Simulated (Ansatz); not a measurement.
# SnTeS monolayer, Janus under biaxial strain in the plane of the sheet, part 2 of 2

Wanted: the shifts of the zone-centre modes of SnTeS monolayer, Janus with strain.

Ansatz 0.2.0; DFT PBE, scalar-relativistic, plane waves, PAW; PAW set soft_1.

So far, highest optical mode at the zone centre (no LO-TO term) (cm⁻¹): step 5 (zone-centre response at rest) 285.

### Step 7. Zone-centre modes of the member: biaxial strain of +5 % in the plane of the sheet

The zone-centre modes follow for biaxial strain of +5 % in the plane of the sheet.

File input.yaml:

```yaml
crystal:
  lattice:
    - [4.0898458039, 0.0, 0.0]
    - [-2.0449229019, 3.5419103638, 0.0]
    - [0.0, 0.0, 30.0]
  atoms:
    - { symbol: Sn, position: [0.0, 0.0, 0.3366337984] }
    - { symbol: S, position: [0.3333333333, 0.6666666667, 0.3823854216] }
    - { symbol: Te, position: [0.6666666667, 0.3333333333, 0.2776474468] }
  periodic: [true, true, false]
kpoints:
  mp_grid: { grid: [12, 12, 1] }
hamiltonian:
  xc: pbe
  pseudopotentials: { kind: paw, azcp: { folder: soft_1 } }
scf:
  occupations: { method: methfessel_paxton, width: 0.2 }
output:
  eigenvalues: true
phonons:
  method: dfpt
```

Command:

```bash
> ansatz run input.yaml --threads 8 --pin off --max-ram 16384MiB --backend cpu --events-out ev --progress --plain --runs-dir out
```

Numbers of over 12 decimals in the logs are rounded to 6 here.

The program printed:

```text
[...]
Crystal: 3 atoms, lattice volume = 434.576 Å³
Basis set: ecut = 420 eV, 8429 PW (Γ), exchange–correlation on 60×60×432 points (8 copies of the dense FFT grid, shifted against one another)
Bands: 22, of which v1, the nominal top of the filled ones, is band 18 counted from 1 (17 counted from 0)
Symmetry: 6 space group operations
k-points: 43 of 144 (irreducible under 2 space group operations, time reversal used)
[...]
SCF iter   1: F=—  HF=-13907.148514 eV  |F-HF|=—  |Δ(HF+E_count)|=         —  Δρ=1.40e-2  dr2=1.97e0  ethr=3.10e-3  ⟨swp⟩=13.5  Hψ=7435  notcnv=0
[...]
SCF iter  12: F=-13906.736195 eV  HF=-13906.736195 eV  |F-HF|=2.09e-10  |Δ(HF+E_count)|=   1.24e-9  S|Δr|=    0.00e0  Δρ=2.90e-8  dr2=4.32e-12  ethr=1.00e-12  ⟨swp⟩=15.5  Hψ=7750  notcnv=0
SCF 1 converged in 12 iterations: F = -13906.736195 eV  dr2 = 4.32e-12
[...]
SCF converged after 12 iterations
[...]
Free energy (F): -13906.736195 eV
[...]
Internal energy: -13906.738542 eV  (E = F + TS)
E sigma→0 (E₀):  -13906.736782 eV
Entropy (-TS):   0.002347 eV (0.782 meV/atom)
Fermi energy:    -5.642165 eV
[...]
--- Band table (eV; the first three rows and the last of 43) ---
  k-point 0: bands = [... 14 lower, -7.3100, -6.7516, -5.7014, -5.7014, -5.3257, -3.0881, -2.1133, -2.1133]
  k-point 1: bands = [... 14 lower, -7.4116, -6.7318, -6.2006, -5.7364, -4.9818, -2.7569, -2.1131, -1.9695]
  k-point 2: bands = [... 14 lower, -7.6611, -7.0049, -6.6641, -5.8353, -4.6301, -2.7018, -1.6118, -1.4814]
  k-point 42: bands = [... 14 lower, -9.0122, -8.2029, -6.9625, -6.3446, -4.5749, -1.5529, -0.9475, -0.5244]
[...]
ASR residual: 4.075e-5 → 0.000e0 eV/Å²; symmetrization residual: 1.123e-5 eV/Å²
  ASR residual per site (eV/Å²): 5.76e-6 4.07e-5 2.73e-5
  Γ frequencies (cm⁻¹): 0.00 0.00 0.00 89.48 89.48 124.03 124.03 143.05 255.89
[...]
```

Elapsed: 96 s, on 8 threads of Arm Neoverse N1, shared host; peak memory 2 GiB; 12 min of CPU time.

This step gave:

```
sum-rule residual before enforcement                    : 4.07e-5 eV/Å²
highest optical mode at the zone centre (no LO-TO term) : 255.9 cm⁻¹
lowest optical zone-centre mode                         : 89.48 cm⁻¹
```

Patterns of degenerate modes are one choice out of their space. Modes at Γ, with each element's share of the kinetic energy:

| mode | frequency (cm⁻¹) | symmetry | Sn % | S % | Te % |
| --- | --- | --- | --- | --- | --- |
| 1 | 0.0 | acoustic | 43 | 12 | 46 |
| 2 | 0.0 | acoustic | 43 | 12 | 46 |
| 3 | 0.0 | acoustic | 43 | 12 | 46 |
| 4 | 89.5 | E | 38 | 8 | 54 |
| 5 | 89.5 | E | 38 | 8 | 54 |
| 6 | 124.0 | E | 20 | 80 | 0 |
| 7 | 124.0 | E | 20 | 80 | 0 |
| 8 | 143.1 | A1 | 32 | 14 | 54 |
| 9 | 255.9 | A1 | 26 | 74 | 0 |

The lowest optical mode is real, 89.5 cm⁻¹, and the highest lies at 255.9 cm⁻¹.

For the highest optical mode at the zone centre (no LO-TO term), step 5 gave 285 cm⁻¹; this run, with strain 5 %, gives 256 cm⁻¹ (-10 %).

### Step 8. A member of the series: biaxial strain of -3 % in the plane of the sheet

The cell takes a biaxial strain of -3 % in the plane of the sheet. The cell is held, and the atoms relax in it.

input.yaml, the sections that differ from step 7:

```yaml
crystal:
  lattice:
    - [3.7782385046, 0.0, 0.0]
    - [-1.8891192523, 3.2720505265, 0.0]
    - [0.0, 0.0, 30.0]
  atoms:
    - { symbol: Sn, position: [0.0, 0.0, 0.3378436093] }
    - { symbol: S, position: [0.3333333333, 0.6666666667, 0.3858569715] }
    - { symbol: Te, position: [0.6666666667, 0.3333333333, 0.2729660858] }
  periodic: [true, true, false]
output:
  forces: true
  stress: true
  eigenvalues: true
relax:
  adjacent_minimum: "off"
  f_tol: 0.001
  max_steps: 60
# kpoints, hamiltonian, scf: as in step 7
# phonons: removed
```

The program printed:

```text
[...]
Crystal: 3 atoms, lattice volume = 370.878 Å³
Basis set: ecut = 420 eV, 7265 PW (Γ), exchange–correlation on 54×54×432 points (8 copies of the dense FFT grid, shifted against one another)
Bands: 22, of which v1, the nominal top of the filled ones, is band 18 counted from 1 (17 counted from 0)
Symmetry: 6 space group operations
[...]
--- Relaxed structure (5 steps of the walk, 5 accepted, 0 SCFs on fresh bases) ---
  F+E_penalty+E_count = -13906.79427024 eV   max|allowed force component| = 9.244e-5 eV/Å
  cell:  # Å, volume = 370.8776 Å³
    - [3.778239, 0.0, 0.0]
    - [-1.889119, 3.272051, 0.0]
    - [0.0, 0.0, 30.0]
  atoms:
    - { symbol: Sn, position: [1.7445235678864477e-19, 0, 0.338015] }
    - { symbol: S, position: [0.333333, 0.666667, 0.386373] }
    - { symbol: Te, position: [0.666667, 0.333333, 0.272279] }
[key lines of the parts left out:]
SCF converged after 4 iterations
Free energy (F): -13906.794270 eV
Fermi energy:    -4.949653 eV
P = ½ c Tr σ = 2.0790 N/m
```

Run time: 19 s. Hardware: 8 threads; peak memory 0.91 GiB; 2.3 min of CPU time.

Step by step:

| step | energy less that of the first step (eV) | largest force component (eV/Å) |
| --- | --- | --- |
| 1 | 0.0000 | 0.1365 |
| 2 | -0.0003 | 0.1704 |
| 3 | -0.0023 | 0.0121 |
| 4 | -0.0023 | 0.0022 |
| 5 | -0.0023 | 0.0001 |

Forces are held to the 6 operations that the run works with; a distortion that breaks them can't arise in this run.

The atoms that moved most (Å):

| atom | dx | dy | dz | length |
| --- | --- | --- | --- | --- |
| Te3 | 0.000 | 0.000 | -0.021 | 0.021 |
| S2 | 0.000 | 0.000 | 0.015 | 0.015 |
| Sn1 | 0.000 | 0.000 | 0.005 | 0.005 |

The relaxed structure:

```xyz
3
Lattice="3.7782 0.0000 0.0000 -1.8891 3.2721 0.0000 0.0000 0.0000 30.0000" Properties=species:S:1:pos:R:3
Sn    0.0000    0.0000   10.1404
S     0.0000    2.1814   11.5912
Te    1.8891    1.0907    8.1684
```

Numbers from this step:

```yaml
gap_on_the_k_mesh: 0 eV
area_per_atom: 4.121 Å²
```

The largest force component left is 0.093 meV/Å.

### Step 9. Zone-centre modes of the member: biaxial strain of -3 % in the plane of the sheet

The zone-centre modes follow for biaxial strain of -3 % in the plane of the sheet.

input.yaml, the sections that differ from step 8:

```yaml
crystal:
  lattice:
    - [3.7782385046, 0.0, 0.0]
    - [-1.8891192523, 3.2720505265, 0.0]
    - [0.0, 0.0, 30.0]
  atoms:
    - { symbol: Sn, position: [0.0, 0.0, 0.3380149914] }
    - { symbol: S, position: [0.3333333333, 0.6666666667, 0.3863727451] }
    - { symbol: Te, position: [0.6666666667, 0.3333333333, 0.2722789301] }
  periodic: [true, true, false]
output:
  eigenvalues: true
phonons:
  method: dfpt
# kpoints, hamiltonian, scf: as in step 8
# relax: removed
```

The program printed:

```text
[...]
Crystal: 3 atoms, lattice volume = 370.878 Å³
Basis set: ecut = 420 eV, 7265 PW (Γ), exchange–correlation on 54×54×432 points (8 copies of the dense FFT grid, shifted against one another)
Bands: 22, of which v1, the nominal top of the filled ones, is band 18 counted from 1 (17 counted from 0)
Symmetry: 6 space group operations
k-points: 43 of 144 (irreducible under 2 space group operations, time reversal used)
[...]
k-point 42: bands = [... 14 lower, -9.2014, -8.2598, -7.2515, -6.4668, -4.3183, -1.6007, -0.9197, -0.1488]
  ° read free of the cell's end (the report's vacuum.weakly_bound_levels)
[...]
ASR residual: 1.004e-4 → 0.000e0 eV/Å²; symmetrization residual: 3.027e-5 eV/Å²
  ASR residual per site (eV/Å²): 1.00e-4 2.07e-5 6.66e-6
  Γ frequencies (cm⁻¹): 0.00 0.00 0.00 80.01 80.01 137.92 178.45 178.45 301.70
[...]
[key lines of the parts left out:]
SCF converged after 11 iterations
Free energy (F): -13906.794270 eV
Fermi energy:    -4.949658 eV
```

Elapsed: 80 s, on 8 threads; peak memory 1.8 GiB.

Numbers from this step:

```
sum-rule residual before enforcement                    : 1.00e-4 eV/Å²
highest optical mode at the zone centre (no LO-TO term) : 301.7 cm⁻¹
lowest optical zone-centre mode                         : 80.01 cm⁻¹
```

Patterns of degenerate modes are one choice out of their space. Modes at Γ, with each element's share of the kinetic energy:

| mode | frequency (cm⁻¹) | symmetry | Sn % | S % | Te % |
| --- | --- | --- | --- | --- | --- |
| 1 | 0.0 | acoustic | 43 | 12 | 46 |
| 2 | 0.0 | acoustic | 43 | 12 | 46 |
| 3 | 0.0 | acoustic | 43 | 12 | 46 |
| 4 | 80.0 | E | 37 | 9 | 54 |
| 5 | 80.0 | E | 37 | 9 | 54 |
| 6 | 137.9 | A1 | 35 | 10 | 54 |
| 7 | 178.4 | E | 20 | 80 | 0 |
| 8 | 178.4 | E | 20 | 80 | 0 |
| 9 | 301.7 | A1 | 22 | 78 | 0 |

The lowest optical mode is real, 80.0 cm⁻¹, and the highest lies at 301.7 cm⁻¹.

Between step 5 and this run (strain -3 %) the value for the highest optical mode at the zone centre (no LO-TO term) moves from 285 cm⁻¹ to 302 cm⁻¹ (+6 %).

### Step 10. The series together

The members are set side by side, also those not shown above.

Energies are extrapolated to zero smearing, and E0 is that at rest; the cell is clamped and the atoms are relaxed; all runs use 12×12×1 k points and Methfessel-Paxton smearing of 0.2 eV. State of the crystal along the series:

| strain (%) | E - E0 (meV/atom) | gap on mesh (eV) |
| --- | --- | --- |
| -3 | 15.71 | 0 |
| -2 | 6.897 | 0 |
| -1 | 1.702 | 0 |
| 0 | 0 | 0 |
| 1 | 1.592 | 0 |
| 2 | 6.171 | 0 |
| 3 | 13.41 | 0 |
| 4 | 23.06 | 0 |
| 5 | 35.01 | 0.09152 |

Optical modes are counted from below at rest and tracked from member to member by their patterns, and modes that stay within 0.3 cm⁻¹ of each other stand once; labels, where given, are those at rest; the cell is clamped and the atoms are relaxed; all runs use 12×12×1 k points and Methfessel-Paxton smearing of 0.2 eV. Optical modes along the series:

| strain (%) | optical mode 1 E (cm⁻¹) | optical mode 2 A1 (cm⁻¹) | optical mode 3 E (cm⁻¹) | optical mode 4 A1 (cm⁻¹) |
| --- | --- | --- | --- | --- |
| -3 | 80.01 | 137.9 | 178.4 | 301.7 |
| -2 | 81.02 | 135.3 | 172.5 | 295.9 |
| -1 | 82.7 | 135.4 | 166 | 290.2 |
| 0 | 83.95 | 136 | 158.8 | 284.6 |
| 1 | 84.42 | 136.1 | 151.1 | 278.9 |
| 2 | 84.64 | 136.2 | 143 | 273.1 |
| 3 | 85.42 | 137.4 | 135.4 | 267.4 |
| 4 | 87.14 | 139.9 | 128.9 | 261.7 |
| 5 | 89.48 | 143.1 | 124 | 255.9 |

Value and slope at zero strain of a cubic (a lower polynomial where under five rows exist) through the rows within 2 % of rest. Slopes at rest:

| mode | frequency (cm⁻¹) | shift per percent of strain (cm⁻¹) |
| --- | --- | --- |
| optical mode 1 E | 83.9 | 0.85 |
| optical mode 2 A1 | 135.9 | 0.35 |
| optical mode 3 E | 158.8 | -7.49 |
| optical mode 4 A1 | 284.6 | -5.67 |

### Step 11. Summary of results

| Quantity | Value |
| --- | --- |
| members | 9 |
| highest optical mode at the zone centre (no LO-TO term), at rest | 284.6 cm⁻¹ |
| optical mode 1 E, shift per percent | 0.85 cm⁻¹ |
| optical mode 2 A1, shift per percent | 0.35 cm⁻¹ |
| optical mode 3 E, shift per percent | -7.49 cm⁻¹ |
| optical mode 4 A1, shift per percent | -5.67 cm⁻¹ |

Within 2 % of rest optical mode 1 E and optical mode 2 A1 bend away from a straight line, so a single slope holds only near rest. The fastest shift in the table of slopes is -7.5 cm⁻¹ for each percent (optical mode 3 E). These are harmonic frequencies at zero temperature: anharmonic shifts, linewidths and thermal expansion are left out. Spin-orbit coupling is left out, which can matter for the heavy elements here. With no gap, or one that is small against the smearing, the frequencies hang on the k mesh and the smearing, most of all near Kohn anomalies. A semilocal functional can close a gap that the real compound would have, so the metallic treatment may be an artefact of the level. The starting cell was built on a prototype and not taken from a measurement. Only the zone centre was solved, so an instability at another wavevector cannot show here.

[Logs are printed without paths, hosts, clocks, repeated set-up lines and the standing remarks that a program may print on its own settings, such as how far it seeks lower states.]

[Hosts, paths, dates, database ids (printed as entryN), source tags and the programs' standing remarks are cut or masked in the printed files.]
